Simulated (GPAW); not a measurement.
## TiO2 (Rutile): optical spectrum from first principles

Wanted: where TiO2 (Rutile) starts to absorb, how strongly, and its refractive index.

Main program and level: GPAW 26.7.0; DFT, LDA, plane-wave PAW (GPAW data sets), scalar-relativistic, RPA, optical limit.

Most raw output is cut from this account.

## Step 1: The starting structure

Symmetry: P4_2/mnm, No. 136, tetragonal system. The conventional cell has a = 4.592 Å, b = 4.592 Å, c = 2.957 Å, α = 90.00°, β = 90.00°, γ = 90.00°. Ti has 6 O at 1.95 to 1.98 Å nearest. Nearest to O lie 3 Ti at 1.95 to 1.98 Å. Farther neighbours and most contacts between anions are not listed.

As a file:

```cif
data_structure
_symmetry_space_group_name_H-M 'P4_2/mnm'
_symmetry_Int_Tables_number 136
_cell_length_a 4.5922
_cell_length_b 4.5922
_cell_length_c 2.9574
_cell_angle_alpha 90.000
_cell_angle_beta 90.000
_cell_angle_gamma 90.000
_cell_volume 62.37
loop_
_atom_site_label
_atom_site_type_symbol
_atom_site_symmetry_multiplicity
_atom_site_Wyckoff_symbol
_atom_site_fract_x
_atom_site_fract_y
_atom_site_fract_z
_atom_site_occupancy
Ti1 Ti 2 a 0.50000 0.50000 0.50000 1
O1 O 4 f 0.80496 0.19504 0.50000 1
```

## Step 2: Ground state

First the ground state: is it a metal or has it a gap?

This step: DFT, LDA, plane-wave PAW (GPAW data sets), scalar-relativistic, ground state (GPAW 26.7.0).

File gs.py:

```python
from ase import Atoms
from ase.dft.bandgap import bandgap
from gpaw import GPAW, PW, FermiDirac

atoms = Atoms(['Ti', 'Ti', 'O', 'O', 'O', 'O'],
              cell=[[4.592200000000, 0.000000000000, 0.000000000000],
                    [0.000000000000, 4.592200000000, 0.000000000000],
                    [0.000000000000, 0.000000000000, 2.957400000000]],
              scaled_positions=[[0.500000000000, 0.500000000000, 0.500000000000],
                                [0.000000000000, 0.000000000000, 0.000000000000],
                                [0.804960000000, 0.195040000000, 0.500000000000],
                                [0.695040000000, 0.695040000000, 0.000000000000],
                                [0.195040000000, 0.804960000000, 0.500000000000],
                                [0.304960000000, 0.304960000000, 0.000000000000]],
              pbc=[True, True, True])
atoms.calc = GPAW(mode=PW(500), xc='LDA', kpts={'size': (5, 5, 8), 'gamma': True},
                  occupations=FermiDirac(0.05), maxiter=150, txt='gs.txt')
print('energy (eV)', atoms.get_potential_energy())
print('Fermi level (eV)', atoms.calc.get_fermi_level())
print('valence electrons', atoms.calc.get_number_of_electrons())
print('gap (eV)', bandgap(atoms.calc, output=None)[0])
print('direct gap (eV)', bandgap(atoms.calc, direct=True, output=None)[0])
atoms.calc.write('gs.gpw')
```

The run is started by

```bash
$ OMP_NUM_THREADS=1 python gs.py
```

It took 50 s on 1 thread of Arm Neoverse V1, shared host; peak memory 0.19 GiB.

Numbers from this step:

```
energy                 : -55.6865 eV
Fermi energy           : 6.185 eV
gap on the k-mesh      : 1.801 eV
direct gap on the mesh : 1.801 eV
electrons              : 48
```

There is a gap, 1.80 eV on this mesh (points off the mesh can give less), so no carriers' term is needed.

## Step 3: Bands for the response

At the fixed density, many empty bands are solved on the mesh of the response, since the spectrum sums over them.

This step: DFT, LDA, plane-wave PAW (GPAW data sets), scalar-relativistic, bands at fixed density (GPAW 26.7.0).

File nscf.py:

```python
from ase.dft.bandgap import bandgap
from gpaw import GPAW, FermiDirac

calc = GPAW('gs.gpw').fixed_density(kpts={'size': (7, 7, 10), 'gamma': True}, nbands=60, convergence={'bands': 54},
                                    occupations=FermiDirac(0.001), txt='nscf.txt')
print('gap (eV)', bandgap(calc, output=None)[0])
print('direct gap (eV)', bandgap(calc, direct=True, output=None)[0])
print('top band over the Fermi level (eV)', min(calc.get_eigenvalues(kpt=k)[53] for k in range(len(calc.get_ibz_k_points()))) - calc.get_fermi_level())
calc.write('full.gpw', mode='all')
```

The run is started by

```bash
$ OMP_NUM_THREADS=1 python nscf.py
```

The job ended after 2.7 min (1 thread; peak memory 0.35 GiB).

## Step 4: Dielectric function, RPA

Transitions between filled and empty bands, summed over the zone, give the optical response, so mesh, band count and broadening shape it.

The induced potential is part of this response.

This step: DFT, LDA, plane-wave PAW (GPAW data sets), scalar-relativistic, RPA, optical limit (GPAW 26.7.0).

File df.py:

```python
from gpaw.response.df import DielectricFunction

df = DielectricFunction('full.gpw', frequencies={'type': 'nonlinear', 'domega0': 0.03, 'omega2': 8},
                        ecut=50,
                        eta=0.15,
                        nbands=54,
                        txt='df.txt')
for direction in ['x', 'z']:
    df.get_dielectric_function(xc='RPA', direction=direction, filename=f'df_{direction}.csv')
```

The run is started by

```bash
$ OMP_NUM_THREADS=1 python df.py
```

The job ended after 31 s (1 thread; peak memory 0.29 GiB).

Read-outs, printed or worked out from the files:

- electronic dielectric constant ε∞, mean over x, y and z (by symmetry where fewer were run): 7.239
- main peak of Im epsilon, first axis: 3.766 eV

Values under the direct gap are tails of Lorentzian lines. Im ε against photon energy; read off at these points:

```
photon energy (eV)   E ∥ x   E ∥ z
              0.00       0       0
              0.50  0.0471  0.0603
              1.00   0.108   0.139
              1.50   0.212   0.274
              2.00   0.498   0.630
              2.50    1.92    3.07
              3.00    7.14    8.69
              3.50    7.52    10.3
              3.72    7.74    10.6
              3.76    7.78    10.5
              4.00    7.25    9.64
              4.38    7.54    7.67
              4.50    7.38    6.94
              5.00    5.26    4.89
              5.50    3.72    3.95
              6.00    3.16    4.51
              6.50    3.78    5.04
              7.00    4.88    6.61
              7.50    5.65    11.4
              7.61    5.81    10.8
              8.00    5.00    7.38
              8.50    3.85    5.64
              9.00    2.26    3.78
              9.50    1.75    3.01
             10.00    1.86    1.80
             10.50    1.49    1.10
             11.00    1.35   0.974
             11.50    1.43   0.735
             12.00    1.34   0.652
             12.50    1.33   0.829
             13.00    1.73   0.726
             13.50    1.09   0.767
```

Table of Re ε by photon energy:

```
photon energy (eV)   E ∥ x   E ∥ z
               0.0    6.79    8.13
               0.5    6.87    8.23
               1.0    7.12    8.55
               1.5    7.63    9.20
               2.0    8.63    10.5
               2.5    10.8    13.2
               3.0    8.86    10.8
               3.5    6.40    8.09
               4.0    4.03    3.34
               4.5    2.45    1.50
               5.0    1.03    1.63
               5.5    1.49    3.69
               6.0    2.34    3.39
               6.5    2.80    3.74
               7.0    2.65    5.10
               7.5    1.82    1.50
               8.0  -0.235   -1.98
               8.5   -1.08   -2.72
               9.0   -1.02   -2.77
               9.5  -0.214   -2.51
              10.0  0.0223   -1.90
              10.5   0.156   -1.42
              11.0   0.355  -0.849
              11.5   0.643  -0.318
              12.0   0.710   0.173
              12.5    1.03   0.363
              13.0   0.369   0.433
              13.5   0.465   0.801
```

Table of refractive index n and extinction k by photon energy:

```csv
photon energy (eV),"n, E ∥ x","k, E ∥ x","n, E ∥ z","k, E ∥ z"
0,2.61,0,2.85,0
1,2.67,0.0202,2.92,0.0237
2,2.94,0.0847,3.25,0.0970
3,3.18,1.12,3.51,1.24
4,2.48,1.46,2.60,1.85
5,1.79,1.47,1.84,1.33
6,1.77,0.892,2.13,1.06
7,2.02,1.21,2.59,1.27
8,1.54,1.62,1.68,2.19
9,0.853,1.32,0.978,1.93
10,0.970,0.958,0.599,1.50
11,0.935,0.721,0.470,1.03
12,1.06,0.636,0.650,0.501
13,1.03,0.836,0.799,0.454
```

Table of reflectivity at normal incidence by photon energy; read off at these points:

```csv
photon energy (eV),E ∥ x (%),E ∥ z (%)
0.000,19.8,23.1
0.250,19.9,23.2
0.500,20.0,23.3
0.750,20.3,23.6
1.000,20.7,24.0
1.250,21.2,24.6
1.500,21.9,25.4
1.750,22.9,26.5
2.000,24.3,28.0
2.250,26.2,30.3
2.500,28.9,33.1
2.750,32.6,36.0
2.859,33.4,36.2
3.000,32.1,35.8
3.250,31.1,34.5
3.500,31.2,36.9
3.750,31.5,37.3
4.000,30.4,36.6
4.250,30.2,35.2
4.500,32.0,32.3
4.750,31.1,28.5
5.000,28.0,25.1
5.250,24.2,19.2
5.500,20.3,20.1
5.750,18.1,23.6
6.000,16.4,22.0
6.250,18.0,23.8
6.500,19.1,23.8
6.750,21.0,25.1
7.000,23.6,28.6
7.250,24.6,34.5
7.500,27.6,42.0
7.750,31.0,45.3
8.000,32.1,43.9
8.250,34.2,45.6
8.500,34.8,46.3
8.750,36.8,49.3
9.000,34.2,48.8
9.250,26.8,47.3
9.500,22.2,49.1
9.684,18.1,54.2
9.750,17.4,54.0
10.000,19.2,50.2
10.250,18.0,51.3
10.500,15.7,52.6
10.750,12.8,43.9
11.000,12.3,41.8
11.250,9.62,39.1
11.500,9.98,29.4
11.750,9.62,24.1
12.000,8.80,12.6
12.250,8.15,10.1
12.500,7.06,8.93
12.750,10.8,8.87
13.000,14.5,7.15
13.084,14.6,5.97
13.250,12.2,4.49
13.500,9.21,3.81
13.750,7.21,3.93
```

Values under the direct gap are tails of Lorentzian lines. Table of Im ε, E ∥ x by photon energy; read off at these points:

| photon energy (eV) | without local fields | with local fields |
| --- | --- | --- |
| 0.00 | 0 | 0 |
| 0.50 | 0.0496 | 0.0471 |
| 1.00 | 0.114 | 0.108 |
| 1.50 | 0.225 | 0.212 |
| 2.00 | 0.536 | 0.498 |
| 2.50 | 2.09 | 1.92 |
| 3.00 | 7.68 | 7.14 |
| 3.50 | 7.99 | 7.52 |
| 3.72 | 8.07 | 7.74 |
| 3.76 | 8.07 | 7.78 |
| 4.00 | 7.34 | 7.25 |
| 4.50 | 7.30 | 7.38 |
| 5.00 | 5.00 | 5.26 |
| 5.50 | 3.52 | 3.72 |
| 6.00 | 3.09 | 3.16 |
| 6.50 | 3.97 | 3.78 |
| 7.00 | 5.22 | 4.88 |
| 7.50 | 5.93 | 5.65 |
| 7.61 | 6.06 | 5.81 |
| 8.00 | 5.18 | 5.00 |
| 8.50 | 3.66 | 3.85 |
| 9.00 | 2.06 | 2.26 |
| 9.50 | 1.63 | 1.75 |
| 10.00 | 1.58 | 1.86 |
| 10.50 | 1.35 | 1.49 |
| 11.00 | 1.23 | 1.35 |
| 11.50 | 1.33 | 1.43 |
| 12.00 | 1.41 | 1.34 |
| 12.50 | 1.48 | 1.33 |
| 12.83 | 2.07 | 1.80 |
| 13.00 | 1.93 | 1.73 |
| 13.50 | 1.28 | 1.09 |

At chosen wavelengths:

```csv
wavelength (nm),n x,k x,R (%) x,1/α x,n z,k z,R (%) z,1/α z
1550,2.64,0.015,20.4,8.1 µm,2.90,0.018,23.7,6.9 µm
1064,2.69,0.025,21.0,3.4 µm,2.95,0.029,24.4,2.9 µm
633,2.92,0.078,24.0,642 nm,3.22,0.090,27.7,561 nm
532,3.15,0.179,27.0,236 nm,3.52,0.232,31.2,182 nm
365,2.93,1.268,31.3,23 nm,3.34,1.423,36.0,20 nm
248,1.79,1.471,28.0,13 nm,1.84,1.327,25.1,15 nm
193,1.92,0.973,19.0,16 nm,2.25,1.145,24.2,13 nm
```

Below the direct gap, k and the depth come from the tails of the Lorentzian lines, not from transitions.

Rows near the edge hang on the gap, which this functional as a rule makes too small, and phonon-assisted absorption is left out.

At 1064 nm the birefringence n(z) − n(x) is +0.259: the crystal is uniaxial positive at this level.

## Step 5: Outcome

- electronic dielectric constant ε∞, mean over x, y and z (by symmetry where fewer were run) (RPA): 7.24
- main peak of Im epsilon, first axis: 3.77 eV

At this level (LDA, RPA) TiO2 has a mean ε∞ = 7.24 and n = 2.64 at 1550 nm (E ∥ x), and Im ε peaks at 3.8 eV (E ∥ x). On the mesh the gap is 1.80 eV and the least direct gap 1.80 eV. Local fields change the static value along x from 6.99 to 6.79 (-3 %). Distinct maxima of Im ε, read by a parabola through the highest points, lie at 3.77 eV (7.8), 4.40 eV (7.5), 7.62 eV (5.8) and 12.88 eV (1.8) for E ∥ x. The static values by axis are 6.79 (x), 8.13 (z). At 1064 nm the birefringence n(z) − n(x) is +0.259: the crystal is uniaxial positive at this level. Excitons and phonon-assisted transitions are missing; LDA gaps are as a rule too small, which pulls the onset down and ε∞ up. The sum runs over mesh points, so small or evenly spaced maxima can still be ripples of the mesh. In this version of GPAW the matrix elements of the optical limit are incomplete, which can lower ε − 1 by up to a tenth where first-row anions or d states rule, and shift it by more in d metals.

[Machine, clock and banner lines and Python warnings are left out of the logs.]

[Logs are printed without paths, hosts, clocks, repeated set-up lines and the standing remarks that a program may print on its own settings, such as how far it seeks lower states.]

[Hosts, paths, dates, database ids (printed as entryN), source tags and the programs' standing remarks are cut or masked in the printed files.]
